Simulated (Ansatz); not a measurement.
# Br on Ti(0001): change of the work function, part 2 of 2

Aim: the work function of Ti(0001) at several coverages of Br (fcc site), and the dipole that each adsorbate carries.

Ansatz 0.2.0; plane-wave DFT, PBE, Ansatz PAW.

So far, work function, upper face (eV): step 2 (the clean slab) 4.37; step 3 (17 atoms, coverage 0.25 ML, cell 2x2) 4.08.

## Step 4: The covered slab, k-mesh 12×12×1, coverage 1 ML

System of this step: Br/Ti(0001). The cell holds 5 atoms: 4 Ti and 1 Br. Its edges and angles: a = 2.950 Å, b = 2.950 Å, c = 27.249 Å, α = 90.0°, β = 90.0°, γ = 60.0°. Vacuum lies along c.

Another coverage, to see how the dipoles act on each other as their distance changes.

The input, input.yaml:

```yaml
crystal:
  lattice:
    - [2.95, 0.0, 0.0]
    - [1.475, 2.5547749412, 0.0]
    - [0.0, 0.0, 27.2486427004]
  atoms:
    - { symbol: Ti, position: [0.6666666667, 0.6666666667, 0.3302916809] }
    - { symbol: Ti, position: [0.0, 0.0, 0.4162519258] }
    - { symbol: Ti, position: [0.6666666667, 0.6666666667, 0.5047078513] }
    - { symbol: Ti, position: [0.0, 0.0, 0.5842962157] }
    - { symbol: Br, position: [0.3333333333, 0.3333333333, 0.6697083191] }
kpoints:
  mp_grid: { grid: [12, 12, 1] }
hamiltonian:
  xc: pbe
scf:
  occupations: { method: fermi_dirac, width: 0.1 }
  convergence: { dr2_threshold: 1.0e-08 }
efield:
  axis: 3
  dipole_correction: true
  ramp_position: 0.97
  ramp_width: 0.06
relax:
  f_tol: 0.02
  max_steps: 60
  constraints: [{ sites: [0, 1] }]
output:
  write_potential: true
  write_density: true
  volumetric_format: npy
```

Launch:

```sh
$ ansatz run input.yaml --threads 4 --pin off --max-ram 6144MiB --backend cpu --events-out ev --progress --plain --runs-dir out
```

Wall time 7.3 s (4 threads of Intel Xeon 6975P-C (Granite Rapids), shared host); peak memory 0.58 GiB.

The steps of the relaxation:

```
step  energy less that of the first step (eV)  largest force component (eV/Å)
   1                                   0.0000                          2.0642
   2                                  -0.5331                          0.7784
   3                                  -0.5662                          0.6009
   4                                  -0.5863                          0.0168
```

Forces are held to the 6 operations that the run works with; a distortion that breaks them can't arise in this run.

The atoms that moved most (Å):

```
atom     dx     dy      dz  length
 Br5  0.000  0.000  -0.416   0.416
 Ti3  0.000  0.000  -0.050   0.050
 Ti4  0.000  0.000   0.029   0.029
```

The relaxed structure:

```xyz
5
Lattice="2.9500 0.0000 0.0000 1.4750 2.5548 0.0000 0.0000 0.0000 27.2486" Properties=species:S:1:pos:R:3
Ti    2.9500    1.7032    9.0000
Ti    0.0000    0.0000   11.3423
Ti    2.9500    1.7032   13.7029
Ti    0.0000    0.0000   15.9499
Br    1.4750    0.8516   17.8323
```

This step gave:

| Property | Result |
| --- | --- |
| energy at zero smearing | -12781.6492 eV |
| work function, upper face | 3.479 eV |
| work function, lower face | 4.400 eV |
| dipole along the normal | 0.03835 e·Å |
| step between the vacuum levels | -0.9208 eV |

Running mean over 2.342 Å of the planar mean; the ramp of the sawtooth is left out. Electron's electrostatic potential energy less the Fermi level against z:

z (Å), electron's electrostatic potential energy less the Fermi level (eV) and a bar from the least value:
```
      3.5        4.4 ##############################
      4.0        4.4 ##############################
      4.5        4.4 ##############################
      5.0        4.4 ##############################
      5.5        4.3 ##############################
      6.0        4.2 ##############################
      6.5        3.9 #############################
      7.0        2.9 ###########################
      7.5        0.4 #######################
      8.0       -3.1 ################
      8.5       -5.9 ###########
      9.0       -6.7 #########
      9.5       -6.7 #########
     10.0       -6.6 ##########
     10.5       -6.6 ##########
     11.0       -6.6 ##########
     11.5       -6.6 ##########
     12.0       -6.6 ##########
     12.5       -6.6 ##########
     13.0       -6.6 ##########
     13.5       -6.6 ##########
     14.0       -6.8 #########
     14.5       -7.1 #########
     15.0       -7.2 #########
     15.5       -7.2 #########
     16.0       -7.7 ########
     16.5      -10.0 ###
     17.0      -11.8 
     17.5      -10.9 ##
     18.0       -9.0 #####
     18.5       -7.0 #########
     19.0       -2.7 #################
     19.5        1.5 #########################
     20.0        3.1 ############################
     20.5        3.4 ############################
     21.0        3.5 ############################
     21.5        3.5 ############################
     22.0        3.5 ############################
     22.5        3.5 ############################
     23.0        3.5 ############################
     23.5        3.5 ############################
     24.0        3.5 ############################
```

The relaxation took 4 steps and lowered the energy by 0.59 eV; the largest force on the free atoms ends at 0.017 eV/Å.

The covered face has 3.48 eV, -0.89 eV against the clean one; the bare back face has moved by -0.02 eV, a measure of how thin the slab is.

## Step 5: Work function against coverage

This step: plane-wave DFT, PBE, Ansatz PAW; work function against coverage (Ansatz 0.2.0).

The runs are now put side by side.

This step gave:

- work function of the clean face: 4.373 eV
- largest change of the work function: -0.8934 eV

Work function of the covered face against coverage:

```
coverage (adsorbates/nm²)  work function of the covered face (eV)
                     0.00                                    4.37
                     3.32                                    4.08
                    13.27                                    3.48
```

The dipole per adsorbate comes from the change of the cell's dipole. Coverage, by row:

```
coverage (1/nm²)  coverage (ML)  work function (eV)  change (eV)  dipole per adsorbate, positive end outwards (debye)  mean height of the added atoms over the highest substrate atom (Å)
           3.317           0.25               4.081      -0.2919                                                 0.23                                                               1.981
           13.27              1               3.479      -0.8934                                                0.174                                                               1.882
```

## Step 6: Summary of results

| Quantity | Value |
| --- | --- |
| work function of the clean face | 4.37 eV |
| work function at 0.25 ML | 4.08 eV |
| work function at 1 ML | 3.48 eV |
| dipole per adsorbate at 0.25 ML, positive end outwards | 0.23 D |

In words: Br lowers the work function of Ti(0001) at the lowest coverage, by 0.29 eV: the adsorbate layer has its positive end outwards. An electronegative adsorbate that lowers the work function shows that charge transfer alone doesn't fix the sign: the pushed-back electron tail of the metal and the adsorbate's own polarisation count too. At the highest coverage the adsorbates are pressed to about 3.0 Å, closer than unbonded atoms of this kind usually come, so a real layer may not reach it. The slab has 4 layers, at the tabulated experimental lattice constant, one starting site was run, and quantum-size effects of a slab this thin can reach one or two tenths of an eV.

[Logs are printed without paths, hosts, clocks, repeated set-up lines and the standing remarks that a program may print on its own settings, such as how far it seeks lower states.]

[Hosts, paths, dates, database ids (printed as entryN), source tags and the programs' standing remarks are cut or masked in the printed files.]

[Maps of the electrostatic potential energy from Ansatz leave out the sawtooth potential of an applied field or a dipole correction, so their vacuum need not be flat; planar profiles and work functions include it.]
